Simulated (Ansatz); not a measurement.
# A hypothetical structure for CrSeS, part 2 of 2

This structure for CrSeS is made up. Its elements were placed in a known structure type with a cell scaled to their sizes. What cell does the guess relax to, and how far off was it?

Ansatz 0.2.0; DFT, PBE, plane-wave PAW, files of the set soft_1, scalar-relativistic, ferromagnetic start, cell and ions relaxed at zero pressure; PAW set soft_1 (the session's first sound run).

So far: Starting point; Relaxing cell and atoms. The relaxed cell has a = 3.127, c = 21.682 Å (conventional setting).

## (3) Bands of the relaxed cell

A second self-consistent run takes a narrower smearing and the mesh shown in its input; the bands follow along the standard path of the relaxed lattice.

This step: DFT, PBE, plane-wave PAW, files of the set soft_1, scalar-relativistic, no spin, bands and density of states at the relaxed cell; PAW set soft_1 (Ansatz 0.2.0).

The input, input.yaml:

```yaml
crystal:
  lattice:
    - [1.5636241566, 0.9027588277, 7.2271891097]
    - [-1.5636241566, 0.9027588277, 7.2271891097]
    - [0.0, -1.8055176555, 7.2271891097]
  atoms:
    - { symbol: Se, position: [0.7374887747, 0.7374887747, 0.7374887747] }
    - { symbol: Cr, position: [-0.0036726281, -0.0036726281, -0.0036726281] }
    - { symbol: S, position: [0.5972505004, 0.5972505004, 0.5972505004] }
kpoints:
  mp_grid: { grid: [12, 12, 12] }
  band_path:
    path:
      - [[0.0, 0.0, 0.0], [0.5, 0.0, 0.0], [0.5, 0.17706858, -0.17706858]]
      - [[0.82293142, 0.5, 0.17706858], [0.5, 0.5, 0.5], [0.0, 0.0, 0.0], [0.33853429, 0.0, -0.33853429]]
      - [[0.66146571, 0.33853429, 0.0], [0.5, 0.5, 0.0], [0.66146571, 0.66146571, 0.17706858], [0.5, 0.5, 0.5]]
      - [[0.5, 0.0, 0.0], [0.82293142, 0.33853429, 0.33853429]]
    npoints: 8
scf:
  occupations: { method: fermi_dirac, width: 0.03 }
  n_extra_bands: 7
hamiltonian:
  xc: pbe
  pseudopotentials: { kind: paw, azcp: { folder: soft_1 } }
output:
  forces: true
  stress: true
  write_bands: true
  dos: { projected: true }
  write_density: true
  write_potential: true
  elf: true
  volumetric_format: npy
```

On the command line:

```console
ansatz run input.yaml --threads 4 --pin off --max-ram 8192MiB --backend cpu --events-out ev --progress --plain --runs-dir out
```

Numbers of over 12 decimals in the logs are rounded to 6 here.

What it wrote:

```text
[...]
Crystal: 3 atoms, lattice volume = 61.210 Å³
Basis set: ecut = 420 eV, 1189 PW (Γ), FFT grids on a1−a2, a2, −a2+a3, exchange–correlation on 48×100×48 points (8 copies of the dense FFT grid, shifted against one another)
Bands: 25, of which v1, the nominal top of the filled ones, is band 18 counted from 1 (17 counted from 0)
Symmetry: 6 space group operations
[...]
k-points: 189 of 1728 (time reversal used)
[...]
SCF iter   1: F=—  HF=-9753.239511 eV  |F-HF|=—  |Δ(HF+E_count)|=         —  Δρ=9.31e-2  dr2=2.06e1  ethr=3.10e-3  ⟨swp⟩=7.1  Hψ=24268  notcnv=0
[...]
SCF iter  11: F=-9750.619045 eV  HF=-9750.619045 eV  |F-HF|=5.49e-9  |Δ(HF+E_count)|=   2.68e-8  Δρ=3.25e-6  dr2=6.90e-9  ethr=2.78e-10  ⟨swp⟩=18.0  Hψ=39253  notcnv=0
SCF 1 converged in 11 iterations: F = -9750.619045 eV  dr2 = 6.90e-9
[...]
NSCF: frozen V_eff on 76 k-points
SCF converged after 11 iterations
Free energy (F): -9750.619045 eV
[...]
Internal energy: -9750.619045 eV  (E = F + TS)
E sigma→0 (E₀):  -9750.619045 eV
Entropy (-TS):   -0.000000 eV (-0.000 meV/atom)
Fermi energy:    8.433214 eV
[...]
--- Forces (eV/Å), atoms counted from 1 ---
  atom   1  Se     0.00000000     0.00000000    -0.00076959
  atom   2  Cr     0.00000000    -0.00000000     0.00165389
  atom   3  S      0.00000000     0.00000000    -0.00080679
  max |Σ_I F_I| component: 7.75e-5 eV/Å
--- Stress (GPa, compression-positive) ---
       -0.002788       0.000000       0.000000
        0.000000      -0.002788      -0.000000
        0.000000      -0.000000       0.005559
  P = ⅓ Tr σ = -0.0000 GPa (-0.000 kbar)
--- Band table (eV; the first three rows and the last of 189) ---
  k-point 0: bands = [... 14 lower, 6.4200, 7.0685, 7.0685, 7.8501, 10.6651, 10.6651, 11.0964, 11.0964, ... 3 higher]
  k-point 1: bands = [... 14 lower, 6.3037, 6.9655, 7.0763, 7.8623, 10.3991, 10.5596, 10.6525, 10.9886, ... 3 higher]
  k-point 2: bands = [... 14 lower, 6.1231, 6.7688, 6.9751, 7.7804, 9.6983, 10.0838, 10.3479, 10.9899, ... 3 higher]
  k-point 188: bands = [... 14 lower, 6.0214, 7.0701, 7.0701, 8.0992, 10.6710, 10.6710, 11.0889, 11.0889, ... 3 higher]
```

It took 16 s on 4 threads of Arm Neoverse V1, shared host; peak memory 0.55 GiB.

In the SCF lines HF is the Harris–Foulkes energy and dr2 the Hartree energy of the density residual, in eV; the loop may stop once dr2 is under the threshold and the program's other checks hold. Hψ counts applications of the Hamiltonian.

Numbers from this step:

```yaml
fermi_energy: 8.433 eV
gap_by_band_count: 0.7070 eV
pressure: -5.40e-6 GPa
```

From bands.tsv. Electronic bands along the path, in eV, zero at the valence top; v1 is the highest filled band, c1 the lowest empty one:

```csv
point,v4,v3,v2,v1,c1,c2,c3,c4
Γ,-1.68,-1.03,-1.03,-0.25,2.57,2.57,3.00,3.00
halfway,-2.09,-1.37,-1.33,-0.59,1.17,1.77,2.09,2.99
L,-2.60,-1.68,-0.88,-0.80,0.97,1.22,2.93,3.11
halfway,-3.12,-2.79,-1.68,-0.33,0.91,1.48,2.15,3.12
B1,-3.57,-3.50,-1.79,-0.15,0.71,1.76,1.88,3.25
jump to B,-3.57,-3.50,-1.79,-0.15,0.71,1.76,1.88,3.25
halfway,-2.72,-1.80,-1.33,-0.54,1.22,1.45,1.70,2.94
Z,-2.08,-1.03,-1.03,0.00,2.57,2.57,2.99,2.99
halfway,-2.08,-1.03,-1.03,-0.10,2.57,2.57,2.99,2.99
Γ,-1.68,-1.03,-1.03,-0.25,2.57,2.57,3.00,3.00
halfway,-2.69,-1.87,-1.15,-0.53,1.03,1.39,1.87,3.02
X,-3.57,-3.51,-1.79,-0.15,0.71,1.76,1.89,3.25
jump to Q,-3.57,-3.51,-1.79,-0.15,0.71,1.76,1.89,3.25
halfway,-3.06,-2.62,-1.77,-0.34,0.93,1.48,2.24,3.01
F,-2.60,-1.81,-0.90,-0.77,0.97,1.24,2.80,3.15
halfway,-2.60,-1.81,-0.90,-0.77,0.97,1.24,2.80,3.15
P1,-2.60,-1.79,-0.90,-0.78,0.97,1.24,2.81,3.14
halfway,-2.07,-1.68,-1.34,-0.54,1.37,1.80,1.84,3.00
Z,-2.08,-1.03,-1.03,0.00,2.57,2.57,2.99,2.99
jump to L,-2.60,-1.68,-0.88,-0.80,0.97,1.22,2.93,3.11
halfway,-2.60,-1.72,-0.89,-0.79,0.97,1.23,2.89,3.12
P,-2.60,-1.79,-0.90,-0.78,0.97,1.24,2.81,3.14
```

Counts of states for the cell as run, both spins, by energy window (eV from the valence-band top): Near the top, bands beyond those computed are missing, so counts there can be too low.

```
from  to  total
  -8  -7   0.00
  -7  -6   0.17
  -6  -5   1.64
  -5  -4   1.77
  -4  -3   2.53
  -3  -2   2.52
  -2  -1   3.34
  -1   0   2.02
   0   1   0.45
   1   2   3.98
   2   3   2.45
   3   4   1.11
   4   5   0.00
```

A further 22.0 states lie below the table's range.

Valence density in the ac plane of the cell as run, not the conventional one, at fractional y = 0.597, with atoms of S within 0.2 Å of it. It is the smooth field of the valence electrons, not physical close to the nuclei.

Values in units of 1e0 e/Å³, 11 rows by 16 columns, each cell a mean:
```
0.0 0.0 0.1 0.2 0.4 0.5 0.3 0.2 0.4 0.7 1.7 2.4 0.9 0.3 0.1 0.0
0.0 0.0 0.0 0.1 0.4 0.8 0.8 0.6 0.3 0.3 0.8 3.5 7.5 2.8 0.5 0.1
0.2 0.0 0.0 0.0 0.1 0.5 1.0 1.1 0.9 0.5 0.3 0.6 3.1 7.8 3.7 0.7
0.7 0.2 0.1 0.0 0.0 0.1 0.5 1.0 0.7 0.8 0.7 0.3 0.4 1.0 2.6 1.9
0.8 0.5 0.2 0.1 0.0 0.0 0.1 0.4 0.9 0.6 0.6 0.9 0.4 0.3 0.5 0.8
0.4 0.5 0.3 0.2 0.1 0.0 0.0 0.0 0.2 0.7 0.9 0.9 1.0 0.6 0.3 0.3
0.2 0.3 0.3 0.2 0.1 0.1 0.0 0.0 0.0 0.1 0.3 0.8 1.0 0.9 0.6 0.3
0.3 0.2 0.2 0.2 0.2 0.1 0.1 0.0 0.0 0.0 0.0 0.1 0.4 0.6 0.6 0.4
0.3 0.2 0.2 0.2 0.2 0.2 0.2 0.2 0.1 0.1 0.0 0.0 0.0 0.1 0.2 0.3
0.1 0.2 0.2 0.2 0.2 0.2 0.3 0.4 0.4 0.3 0.1 0.0 0.0 0.0 0.0 0.1
0.0 0.1 0.2 0.3 0.3 0.3 0.2 0.3 0.6 0.8 0.7 0.4 0.1 0.0 0.0 0.0
```
Columns run along a (7.4 Å), rows up along c (7.4 Å). Atoms in or near the plane, at fractional coordinates: S at (0.60, 0.60).

Electrostatic potential energy in the ac plane of the cell as run, not the conventional one, at fractional y = 0.597, with atoms of S within 0.2 Å of it. With pseudopotentials it is smooth inside the atoms' cores, unlike the true potential.

Ten even steps from '0' (-32 eV) to '9' (13 eV), each cell a mean:
```
999998888887544579999
999998778888645656999
999998755788865775699
999999741368886588569
999999961015888658756
799999984000378865664
579999998301037886554
468999999830103788754
457899999972010378876
767899999998300048888
888889999999840005888
888889999999985102688
888999999999999743578
888899999999999986678
888889999999999998888
988788999899999999998
998878898888999999999
999888888877789999999
999988888875568999999
999998888886445899999
```
Columns run along a (7.4 Å; values clipped at the 3rd and 97th percentile), rows up along c (7.4 Å). Atoms in or near the plane, at fractional coordinates: S at (0.60, 0.60).

ELF in the ac plane of the cell as run, not the conventional one, at fractional y = 0.597, with atoms of S within 0.2 Å of it. It is the smooth field of the valence electrons, not physical close to the nuclei.

Values, 11 rows by 16 columns, each cell a mean:
```
0.01 0.06 0.24 0.53 0.68 0.61 0.40 0.28 0.48 0.68 0.65 0.68 0.82 0.79 0.47 0.09
0.20 0.02 0.13 0.50 0.77 0.82 0.79 0.65 0.37 0.38 0.61 0.57 0.49 0.73 0.84 0.66
0.73 0.31 0.04 0.18 0.65 0.86 0.79 0.60 0.65 0.50 0.31 0.51 0.58 0.46 0.65 0.83
0.80 0.72 0.35 0.05 0.16 0.64 0.89 0.74 0.23 0.36 0.57 0.35 0.39 0.61 0.61 0.67
0.72 0.73 0.63 0.30 0.04 0.09 0.53 0.88 0.82 0.30 0.18 0.58 0.47 0.32 0.54 0.69
0.60 0.65 0.59 0.42 0.15 0.03 0.04 0.33 0.80 0.90 0.62 0.37 0.68 0.61 0.32 0.39
0.24 0.36 0.43 0.34 0.18 0.07 0.03 0.01 0.15 0.57 0.86 0.86 0.75 0.80 0.67 0.32
0.26 0.15 0.17 0.20 0.18 0.14 0.11 0.09 0.05 0.04 0.27 0.65 0.82 0.82 0.78 0.60
0.38 0.17 0.12 0.12 0.15 0.24 0.31 0.36 0.36 0.25 0.08 0.06 0.29 0.52 0.58 0.54
0.19 0.19 0.15 0.13 0.13 0.20 0.41 0.58 0.65 0.68 0.59 0.31 0.06 0.05 0.13 0.18
0.04 0.10 0.24 0.34 0.28 0.19 0.24 0.50 0.69 0.72 0.78 0.80 0.61 0.23 0.03 0.02
```
Columns run along a (7.4 Å), rows up along c (7.4 Å). Atoms in or near the plane, at fractional coordinates: S at (0.60, 0.60).

## (4) What came out

```yaml
space_group_relaxed: R3m
conventional_cell: a = 3.127, b = 3.127, c = 21.682 Å; α = 90.0°, β = 90.0°, γ = 120.0°
volume_per_atom: 20.40 Å³ (guess 20.94)
total_moment: 0.00 μB in the cell of 3 atoms
```

What this shows: CrSeS relaxes to R3m with a = 3.127, b = 3.127 and c = 21.682 Å. The guessed volume was 3 % too large. The space group R3m was held in the relaxation, so the end point is a stationary structure within it and may be a saddle against distortions or other arrangements. The moments died out from this one start and weren't seeded again at the relaxed cell. It has an indirect Kohn–Sham gap of 0.71 eV, which semilocal functionals understate. On the 12×12×12 mesh with the narrower smearing (relaxed on 9×9×9) the largest force component is 0.002 eV/Å and the largest stress component is 0.006 GPa, within the relaxation's thresholds of 0.015 eV/Å and 0.05 GPa. The cutoff wasn't tested. A vector of the cell changed its length by 10 %, more than the volume shows. No dispersion term is used, so weakly bound directions may come out too long. Nothing here tests whether the compound is stable against decomposition.

[Logs are printed without paths, hosts, clocks, repeated set-up lines and the standing remarks that a program may print on its own settings, such as how far it seeks lower states.]

[Hosts, paths, dates, database ids (printed as entryN), source tags and the programs' standing remarks are cut or masked in the printed files.]
